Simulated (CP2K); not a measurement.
Two runs for the N K edge of 4-vinylpyridine. Run A: CP2K XAS_TDP, all-electron GAPW, PBEh(45%), aug-cc-pVDZ, TDA, no relativity. Run B differs in one setting.

First lines with a strength over 0.0015. A:

```tsv
atom	energy (eV)	states	strength, one atom
N6 (bonded to 2 C)	394.66	1	0.0493
	399.62	1	0.0058
	401.26	1	0.0016
	402.02	1	0.0044
	402.19	1	0.0046
```

B:

```tsv
atom	energy (eV)	states	strength, one atom
N6 (bonded to 2 C)	399.39	1	0.0487
	404.35	1	0.0057
	405.99	1	0.0016
	406.74	1	0.0043
	406.91	1	0.0045
```

Question: Which was it: GW2X switched on, the basis, scalar relativity switched on, the functional?

GW2X switched on. GW2X shifts an atom's lines together and keeps their spacings. Against PBEh(45%) in aug-cc-pVDZ, the leading line moves by +4.73 eV, to 399.39 eV.

[Banner, clock and machine lines of the logs are left out without a mark of their own.]

[Logs are printed without paths, hosts, clocks, repeated set-up lines and the standing remarks that a program may print on its own settings, such as how far it seeks lower states.]

[Hosts, paths, dates, database ids (printed as entryN), source tags and the programs' standing remarks are cut or masked in the printed files.]
